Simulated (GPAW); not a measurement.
**How the functional moves the magnetism of free-standing square Ir monolayer, spacing 2.904 A**

Two starts of free-standing square Ir monolayer, spacing 2.904 A are run at each set of the functional. What moves?

Program: GPAW 26.7.0. Level of theory: several functionals; plane waves with GPAW's PAW setups, scalar-relativistic. Values are calculated unless marked as measured.

### Step 1. Starting point

The cell holds 1 atom: 1 Ir. Its edges and angles: a = 2.904 Å, b = 2.904 Å, c = 14.000 Å, α = 90.0°, β = 90.0°, γ = 90.0°. model lattice. Vacuum lies along c.

### Step 2. Set 1 (LDA), start ferro +

Each set takes another functional on the same cell and mesh.

Input file order1.py:

```python
import json
import numpy as np
from ase import Atoms
from ase.parallel import paropen, parprint
from gpaw import GPAW

atoms = Atoms(['Ir'],
    cell=[[2.904, 0.0, 0.0],
         [0.0, 2.904, 0.0],
         [0.0, 0.0, 14.0]],
    scaled_positions=[[0.0, 0.0, 0.5]],
    pbc=True,
    magmoms=[1.0])
atoms.calc = GPAW(mode={'name': 'pw', 'ecut': 600},
    xc='LDA',
    kpts={'size': (10, 10, 1), 'gamma': True},
    occupations={'name': 'methfessel-paxton', 'width': 0.1},
    convergence={'density': 1e-05, 'energy': 1e-05},
    maxiter=200,
    symmetry={'tolerance': 1e-4},
    txt='order1.txt')
e = atoms.get_potential_energy(force_consistent=True)
res = {'free_energy': e, 'energy_sigma0': atoms.get_potential_energy(), 'fermi_energy': atoms.calc.get_fermi_level()}
res['moments'] = atoms.get_magnetic_moments().tolist()
res['total'] = atoms.get_magnetic_moment()
parprint('site moments (muB):', np.round(res['moments'], 3))
parprint(f"total moment: {res['total']:.3f} muB")
parprint(f'free energy: {e:.6f} eV')
atoms.calc.write('order1.gpw')
with paropen('results.json', 'w') as f:
    json.dump(res, f)
```

Launch:

```
$ OMP_NUM_THREADS=1 python3 order1.py > order1.log
```

What it wrote:

```text
site moments (muB): [1.437]
total moment: 1.621 muB
free energy: -6.328221 eV

--- order1.txt ---
Input parameters:
  mode=PW(ecut=600),
  convergence={'density': 1e-05, 'energy': 1e-05},
  kpts=MonkhorstPack(size=(10, 10, 1), gamma=True),
  maxiter=200,
  occupations=Occupations(name='methfessel-paxton', width=0.1),
  symmetry=Symmetry(tolerance=0.0001),
  xc=XC(name='LDA')

Diagonalizing LCAO Hamiltonian
Converting LCAO to pw mode
   .------.
  /|      |
 * |      |
 | |      |
 | |      |
 | |      |
 | |      |
 | |      |
 | |      |
 | |      |
 Ir|      |
 | |      |
 | |      |
 | |      |
 | |      |
 | |      |
 | |      |
 | .------.
 |/      /
 *------*

Atoms  # Å, Bohr magnetons
|   | symbol |        x |        y |        z |    initial magnetic moments |
|---|--------|----------|----------|----------|-----------------------------|
| 0 |     Ir | 0.000000 | 0.000000 | 7.000000 | ( 0.0000,  0.0000,  1.0000) |

Unit cell  # Å
| periodic |        x |        y |         z |   lengths |    angles |
|----------|----------|----------|-----------|-----------|-----------|
|      yes | 2.904000 | 0.000000 |  0.000000 |  2.904000 | 90.000000 |
|      yes | 0.000000 | 2.904000 |  0.000000 |  2.904000 | 90.000000 |
|      yes | 0.000000 | 0.000000 | 14.000000 | 14.000000 | 90.000000 |

Number of symmetries: 16

BZ-sampling:
  Number of BZ points: 100
  Number of IBZ points: 21

  Monkhorst-Pack size: [10, 10, 1]
  Monkhorst-Pack shift: [0.05, 0.05, 0.0]

Plane wave coefficients: 4008
Cutoff: 600.0 eV

Spin-components: 2 (collinear spins)
Bands:           12
Projectors:      6
Spin-degeneracy: 1
Datatype:        complex128

Parallelization:
  kpt:    1
  domain: 1
  band:   1

Density:
  Valence electrons: 15.0
  Components: 2
  Grid points: [18 18 80]
  Charge: 0.0  # |e|

Potential:
  Grid points: [18 18 80]

[... setups left out ...]
Reference energy: -484212.237962  # eV

eigensolver:
  PPCG
  Converge bands: occupied
  niter=2

density mixing:
  MSR1-Mixer
  Pratt-step length: 0.05
  Maximum mixing coefficient: 0.75
  Old densities: 10
  SVD Regularization: 0.005
  Good broyden scale: 1.0
  Trust region scale: 1.0
  Backstep threshold: 4.0
  History deletion threshold: 6.0
  Fourier metric: weight=20.0, sigma=0.015

occupation numbers:
  Methfessel-Paxton:
    width: 0.1000  # eV
    order: 0

poisson solver:
  ecut: 4800.0  # eV

xc functional:
  name: None

convergence criteria:
- Maximum integral of absolute [dens]ity change: 1e-05 electrons / valence electron
- Maximum [total energy] change in last 3 cyles: 1e-05 eV / valence electron
- Maximum integral of absolute [eigenst]ate change: 4e-08 eV^2 / valence electron
maximum number of iterations: 200

SCF iterations
|iter     |      energy | eigst |  dens |  magmom |
|---------|-------------|-------|-------|---------|
|iter:   1|       0s |   -6.283807 | -0.21 |       |  +1.0007|
|iter:   2|       1s |   -6.286242 | -1.62 | -1.33 |  +1.0026|
|iter:   3|       2s |   -6.301830 | -2.29 | -1.36 |  +1.0644|
|iter:   4|       3s |   -6.307789 | -2.16 | -1.57 |  +1.1844|
|iter:   5|       3s |   -6.307424 | -3.04 | -1.84 |  +1.2219|
|iter:   6|       4s |   -6.316406 | -3.17 | -1.94 |  +1.4407|
|iter:   7|       5s |   -6.320186 | -3.39 | -2.11 |  +1.6351|
|iter:   8|       6s |   -6.319763 | -4.35 | -2.33 |  +1.5625|
|iter:   9|       7s |   -6.320209 | -3.96 | -2.59 |  +1.6877|
|iter:  10|       8s |   -6.320362 | -4.40 | -2.36 |  +1.6176|
|iter:  11|       9s |   -6.320373 | -5.72 | -3.35 |  +1.6198|
|iter:  12|      10s |   -6.320372c| -6.70 | -3.97 |  +1.6199|
|iter:  13|      10s |   -6.320375c| -7.50c| -4.29 |  +1.6205|
|iter:  14|      11s |   -6.320376c| -7.92c| -4.65 |  +1.6207|
|iter:  15|      11s |   -6.320377c| -8.20c| -4.99 |  +1.6208|
|iter:  16|      12s |   -6.320377c| -8.43c| -5.73c|  +1.6209|

Converged in 16 steps
Energy contributions relative to reference atoms: (reference = -484212.237962)

Energy contributions:
  Kinetic:         -16.887897
  Coulomb:          15.173228
  Zero:             -0.276750
  External:          0.000000
  Xc:               -4.321115
  Entropy:          -0.015687
  Spinorbit:         0.000000
  ----------------------------
  Free energy:      -6.328221
  Extrapolated:     -6.320377

dipole moment: (-10.443492, -10.443492, 0.000004)  # |e|*Ang

Total magnetic moment: (0.000000, 0.000000, 1.620869)

Local magnetic moments
|        x |        y |        z |
|----------|----------|----------|
| 0.000000 | 0.000000 | 1.436733 |  # Ir   0

Fermi level: -3.719
Eigenvalues  # (at kpt = [0.000, 0.000, 0.000])
| band index |      eig [eV] | occ [0-1] |      eig [eV] | occ [0-1] |
|------------|---------------|-----------|---------------|-----------|
|          0 |       -52.251 |     1.000 |       -51.478 |     1.000 |
|          1 |       -52.251 |     1.000 |       -51.478 |     1.000 |
|          2 |       -52.193 |     1.000 |       -51.241 |     1.000 |
|          3 |        -8.789 |     1.000 |        -8.394 |     1.000 |
|          4 |        -7.208 |     1.000 |        -6.650 |     1.000 |
|          5 |        -5.391 |     1.000 |        -4.461 |     1.000 |
|          6 |        -4.033 |     1.000 |        -3.020 |     0.000 |
|          7 |        -4.033 |     1.000 |        -3.020 |     0.000 |
|          8 |        -3.408 |     0.000 |        -2.479 |     0.000 |
|          9 |        -1.712 |     0.000 |        -1.422 |     0.000 |
|         10 |         2.054 |     0.000 |         2.101 |     0.000 |
|         11 |         3.141 |     0.000 |         3.184 |     0.000 |

No gap
No difference between direct/indirect transitions
```

Wall time 15 s (1 MPI rank of AMD EPYC 9R45, shared host); peak memory 0.23 GiB.

Read from the output:

* magnetization: 1.621 μB
* final state: ferromagnetic
* largest moment: 1.437 μB

After 16 cycles the largest moment stands at 1.44 μB.

### Step 3. Set 1 (LDA), start antiferro q=(1/2,1/2,0) +-

The second start gives the energy difference between the two end states, the quantity that is followed from set to set. Its q is in fractions of the reciprocal vectors of the first run's cell.

Input file order2.py:

```python
import json
import numpy as np
from ase import Atoms
from ase.parallel import paropen, parprint
from gpaw import GPAW

atoms = Atoms(['Ir', 'Ir'],
    cell=[[5.808, 0.0, 0.0],
         [2.904, 2.904, 0.0],
         [0.0, 0.0, 14.0]],
    scaled_positions=[[0.0, 0.0, 0.5],
         [0.5, 0.0, 0.5]],
    pbc=True,
    magmoms=[1.0, -1.0])
atoms.calc = GPAW(mode={'name': 'pw', 'ecut': 600},
    xc='LDA',
    kpts={'size': (5, 10, 1), 'gamma': True},
    occupations={'name': 'methfessel-paxton', 'width': 0.1},
    convergence={'density': 1e-05, 'energy': 1e-05},
    maxiter=200,
    symmetry={'tolerance': 1e-4},
    txt='order2.txt')
e = atoms.get_potential_energy(force_consistent=True)
res = {'free_energy': e, 'energy_sigma0': atoms.get_potential_energy(), 'fermi_energy': atoms.calc.get_fermi_level()}
res['moments'] = atoms.get_magnetic_moments().tolist()
res['total'] = atoms.get_magnetic_moment()
parprint('site moments (muB):', np.round(res['moments'], 3))
parprint(f"total moment: {res['total']:.3f} muB")
parprint(f'free energy: {e:.6f} eV')
atoms.calc.write('order2.gpw')
with paropen('results.json', 'w') as f:
    json.dump(res, f)
```

Launch:

```
$ OMP_NUM_THREADS=1 python3 order2.py > order2.log
```

What it wrote:

```text
UserWarning: Initial realspace grid (35,24,80) inconsistent with symmetries.
UserWarning: Using symmetrized grid: (35,35,80).

site moments (muB): [0. 0.]
total moment: 0.001 muB
free energy: -12.563819 eV

--- order2.txt ---
Input parameters:
  mode=PW(ecut=600),
  convergence={'density': 1e-05, 'energy': 1e-05},
  kpts=MonkhorstPack(size=(5, 10, 1), gamma=True),
  maxiter=200,
  occupations=Occupations(name='methfessel-paxton', width=0.1),
  symmetry=Symmetry(tolerance=0.0001),
  xc=XC(name='LDA')

Diagonalizing LCAO Hamiltonian
Converting LCAO to pw mode

       Ir     Ir

Atoms  # Å, Bohr magnetons
|   | symbol |        x |        y |        z |    initial magnetic moments |
|---|--------|----------|----------|----------|-----------------------------|
| 0 |     Ir | 0.000000 | 0.000000 | 7.000000 | ( 0.0000,  0.0000,  1.0000) |
| 1 |     Ir | 2.904000 | 0.000000 | 7.000000 | ( 0.0000,  0.0000, -1.0000) |

Number of symmetries: 8

BZ-sampling:
  Number of BZ points: 50
  Number of IBZ points: 18

  Monkhorst-Pack size: [5, 10, 1]
  Monkhorst-Pack shift: [0.0, 0.05, 0.0]

Plane wave coefficients: 7923
Cutoff: 600.0 eV

Spin-components: 2 (collinear spins)
Bands:           22
Projectors:      12
Spin-degeneracy: 1
Datatype:        complex128

Parallelization:
  kpt:    1
  domain: 1
  band:   1

Density:
  Valence electrons: 30.0
  Components: 2
  Grid points: [35 35 80]
  Charge: 0.0  # |e|

Potential:
  Grid points: [35 35 80]

[... setups left out ...]
Reference energy: -968424.475923  # eV

convergence criteria:
- Maximum integral of absolute [dens]ity change: 1e-05 electrons / valence electron
[...]
|iter:  12|      50s |  -12.544616c| -6.66 | -4.00 |  +0.0003|
|iter:  13|      54s |  -12.544617c| -7.32 | -4.57 |  +0.0004|
|iter:  14|      56s |  -12.544617c| -7.61c| -5.22c|  +0.0005|

Converged in 14 steps
Energy contributions relative to reference atoms: (reference = -968424.475923)

Energy contributions:
  Kinetic:         -41.556127
  Coulomb:          36.638446
  Zero:             -0.516019
  External:          0.000000
  Xc:               -7.091715
  Entropy:          -0.038405
  Spinorbit:         0.000000
  ----------------------------
  Free energy:     -12.563819
  Extrapolated:    -12.544617

dipole moment: (-41.862368, -20.931185, 0.000008)  # |e|*Ang

Total magnetic moment: (0.000000, 0.000000, 0.000500)

Local magnetic moments
|        x |        y |        z |
|----------|----------|----------|
| 0.000000 | 0.000000 | 0.000203 |  # Ir   0
| 0.000000 | 0.000000 | 0.000225 |  # Ir   1

Fermi level: -4.048
Eigenvalues  # (at kpt = [0.000, 0.000, 0.000])
| band index |      eig [eV] | occ [0-1] |      eig [eV] | occ [0-1] |
|------------|---------------|-----------|---------------|-----------|
|          0 |       -52.343 |     1.000 |       -52.343 |     1.000 |
|        ... |               |           |               |           |
|          4 |       -51.990 |     1.000 |       -51.990 |     1.000 |
|          5 |       -51.956 |     1.000 |       -51.956 |     1.000 |
|          6 |        -8.782 |     1.000 |        -8.782 |     1.000 |
|          7 |        -7.185 |     1.000 |        -7.185 |     1.000 |
[...]
|         17 |        -1.630 |     0.000 |        -1.630 |     0.000 |
|         18 |         1.983 |     0.000 |         1.983 |     0.000 |
|         19 |         1.983 |     0.000 |         1.983 |     0.000 |
|        ... |               |           |               |           |
|         21 |         3.189 |     0.000 |         3.189 |     0.000 |

No gap
No difference between direct/indirect transitions
```

Wall time 66 s (1 MPI rank); peak memory 0.46 GiB.

Read from the output:

```
final state : non-magnetic
```

This start lies +46.3 meV a seeded atom from the first; its moments have collapsed.

### Step 4. Set 2 (PBE), start ferro +

order1.py is the script of step 2 with these lines changed:

```diff
@@ -14,3 +14,3 @@
 atoms.calc = GPAW(mode={'name': 'pw', 'ecut': 600},
-    xc='LDA',
+    xc='PBE',
     kpts={'size': (10, 10, 1), 'gamma': True},
```

Launch:

```
$ OMP_NUM_THREADS=1 python3 order1.py > order1.log
```

What it wrote:

```text
site moments (muB): [1.595]
total moment: 1.770 muB
free energy: -5.808062 eV

--- order1.txt ---
Input parameters:
  mode=PW(ecut=600),
  convergence={'density': 1e-05, 'energy': 1e-05},
  kpts=MonkhorstPack(size=(10, 10, 1), gamma=True),
  maxiter=200,
  occupations=Occupations(name='methfessel-paxton', width=0.1),
  symmetry=Symmetry(tolerance=0.0001),
  xc=XC(name='PBE')

Diagonalizing LCAO Hamiltonian
[...]
|          3 |        -8.365 |     1.000 |        -7.971 |     1.000 |
|          4 |        -6.808 |     1.000 |        -6.268 |     1.000 |
[...]
|          8 |        -3.220 |     0.234 |        -1.858 |     0.000 |
|          9 |        -1.386 |     0.000 |        -1.038 |     0.000 |
|         10 |         2.053 |     0.000 |         2.082 |     0.000 |
|         11 |         3.126 |     0.000 |         3.135 |     0.000 |

No gap
No difference between direct/indirect transitions


[key lines of the parts left out:]
Free energy:      -5.808062
Converged in 14 steps
dipole moment: (-10.418510, -10.418510, 0.000004)  # |e|*Ang
Fermi level: -3.271
```

The job ended after 16 s (1 MPI rank; peak memory 0.24 GiB).

Read from the output:

```
magnetization  : 1.770 μB
final state    : ferromagnetic
largest moment : 1.595 μB
```

The largest moment moves by +0.16 μB from set 1, at 1.0 times its CPU time.

### Step 5. Set 2 (PBE), start antiferro q=(1/2,1/2,0) +-

order2.py is the script of step 3 with these lines changed:

```diff
@@ -15,3 +15,3 @@
 atoms.calc = GPAW(mode={'name': 'pw', 'ecut': 600},
-    xc='LDA',
+    xc='PBE',
     kpts={'size': (5, 10, 1), 'gamma': True},
```

Launch:

```
$ OMP_NUM_THREADS=1 python3 order2.py > order2.log
```

What it wrote:

```text
UserWarning: Initial realspace grid (35,24,80) inconsistent with symmetries.
UserWarning: Using symmetrized grid: (35,35,80).

site moments (muB): [ 0. -0.]
total moment: -0.000 muB
free energy: -11.369970 eV

--- order2.txt ---
Input parameters:
  mode=PW(ecut=600),
  convergence={'density': 1e-05, 'energy': 1e-05},
  kpts=MonkhorstPack(size=(5, 10, 1), gamma=True),
  maxiter=200,
[...]
|          7 |        -6.839 |     1.000 |        -6.839 |     1.000 |
[...]
|         17 |        -1.282 |     0.000 |        -1.282 |     0.000 |
|         18 |         2.109 |     0.000 |         2.109 |     0.000 |
|         19 |         2.348 |     0.000 |         2.348 |     0.000 |
|        ... |               |           |               |           |
|         21 |         3.162 |     0.000 |         3.162 |     0.000 |

No gap
No difference between direct/indirect transitions


[key lines of the parts left out:]
Free energy:     -11.369970
Converged in 19 steps
dipole moment: (-41.740421, -20.870211, 0.000008)  # |e|*Ang
Fermi level: -3.715
```

Wall time 91 s (1 MPI rank); peak memory 0.49 GiB.

Numbers from this step:

| Quantity | Value |
| --- | --- |
| final state | non-magnetic |

This start lies +123.1 meV a seeded atom from the first, a change of +76.8 meV since set 1; its moments have collapsed.

### Step 6. Set 3 (revPBE), start ferro +

order1.py is the script of step 4 with these lines changed:

```diff
@@ -14,3 +14,3 @@
 atoms.calc = GPAW(mode={'name': 'pw', 'ecut': 600},
-    xc='PBE',
+    xc='revPBE',
     kpts={'size': (10, 10, 1), 'gamma': True},
```

Launch:

```
$ OMP_NUM_THREADS=1 python3 order1.py > order1.log
```

What it wrote:

```text
site moments (muB): [1.61]
total moment: 1.780 muB
free energy: -5.556002 eV

--- order1.txt ---
Input parameters:
  mode=PW(ecut=600),
  convergence={'density': 1e-05, 'energy': 1e-05},
  kpts=MonkhorstPack(size=(10, 10, 1), gamma=True),
  maxiter=200,
  occupations=Occupations(name='methfessel-paxton', width=0.1),
  symmetry=Symmetry(tolerance=0.0001),
  xc=XC(name='revPBE')

Diagonalizing LCAO Hamiltonian
[...]
|          3 |        -8.220 |     1.000 |        -7.830 |     1.000 |
|          4 |        -6.682 |     1.000 |        -6.137 |     1.000 |
[...]
|          8 |        -3.122 |     0.434 |        -1.702 |     0.000 |
|          9 |        -1.223 |     0.000 |        -0.882 |     0.000 |
|         10 |         1.996 |     0.000 |         2.020 |     0.000 |
|         11 |         3.035 |     0.000 |         3.045 |     0.000 |

No gap
No difference between direct/indirect transitions


[key lines of the parts left out:]
Free energy:      -5.556002
Converged in 15 steps
dipole moment: (-10.407352, -10.407352, 0.000004)  # |e|*Ang
Fermi level: -3.134
```

The job ended after 17 s (1 MPI rank; peak memory 0.24 GiB).

Numbers from this step:

- magnetization: 1.780 μB
- final state: ferromagnetic
- largest moment: 1.610 μB

The largest moment moves by +0.01 μB from set 2, at 1.0 times its CPU time.

### Step 7. Set 3 (revPBE), start antiferro q=(1/2,1/2,0) +-

order2.py is the script of step 5 with these lines changed:

```diff
@@ -15,3 +15,3 @@
 atoms.calc = GPAW(mode={'name': 'pw', 'ecut': 600},
-    xc='PBE',
+    xc='revPBE',
     kpts={'size': (5, 10, 1), 'gamma': True},
```

Launch:

```
$ OMP_NUM_THREADS=1 python3 order2.py > order2.log
```

What it wrote:

```text
UserWarning: Initial realspace grid (35,24,80) inconsistent with symmetries.
UserWarning: Using symmetrized grid: (35,35,80).

site moments (muB): [ 0. -0.]
total moment: 0.000 muB
free energy: -10.835336 eV

--- order2.txt ---
Input parameters:
  mode=PW(ecut=600),
  convergence={'density': 1e-05, 'energy': 1e-05},
  kpts=MonkhorstPack(size=(5, 10, 1), gamma=True),
  maxiter=200,
[...]
|          7 |        -6.727 |     1.000 |        -6.727 |     1.000 |
[...]
|         17 |        -1.125 |     0.000 |        -1.125 |     0.000 |
|         18 |         2.054 |     0.000 |         2.054 |     0.000 |
|         19 |         2.477 |     0.000 |         2.477 |     0.000 |
|        ... |               |           |               |           |
|         21 |         3.073 |     0.000 |         3.073 |     0.000 |

No gap
No difference between direct/indirect transitions


[key lines of the parts left out:]
Free energy:     -10.835336
Converged in 20 steps
dipole moment: (-41.692293, -20.846147, 0.000008)  # |e|*Ang
Fermi level: -3.606
```

Elapsed: 98 s, on 1 MPI rank; peak memory 0.5 GiB.

This step gave:

```yaml
final_state: non-magnetic
```

This start lies +138.3 meV a seeded atom from the first, a change of +15.3 meV since set 2; its moments have collapsed.

(Part 1 of 2 ends here.)

[Long decimals in the printed logs are rounded to 6 places.]

[Logs and program files are shortened in this print: banners, set-up blocks, solver, clock and traceback lines can be left out without a mark of their own.]

[Logs are printed without paths, hosts, clocks, repeated set-up lines and the standing remarks that a program may print on its own settings, such as how far it seeks lower states.]

[Hosts, paths, dates, database ids (printed as entryN), source tags and the programs' standing remarks are cut or masked in the printed files.]

[Where the starting crystal was built by hand or by swapping elements, it need not be the compound's stable phase.]

[Where a cell is said to come from a database of computed structures, the database is the Materials Project.]

[Runs that the program refused, that were killed for memory or that had too few empty states are not shown or counted.]

[Lattice constants of own cells that a recipe calls measured were typed without a cited source.]
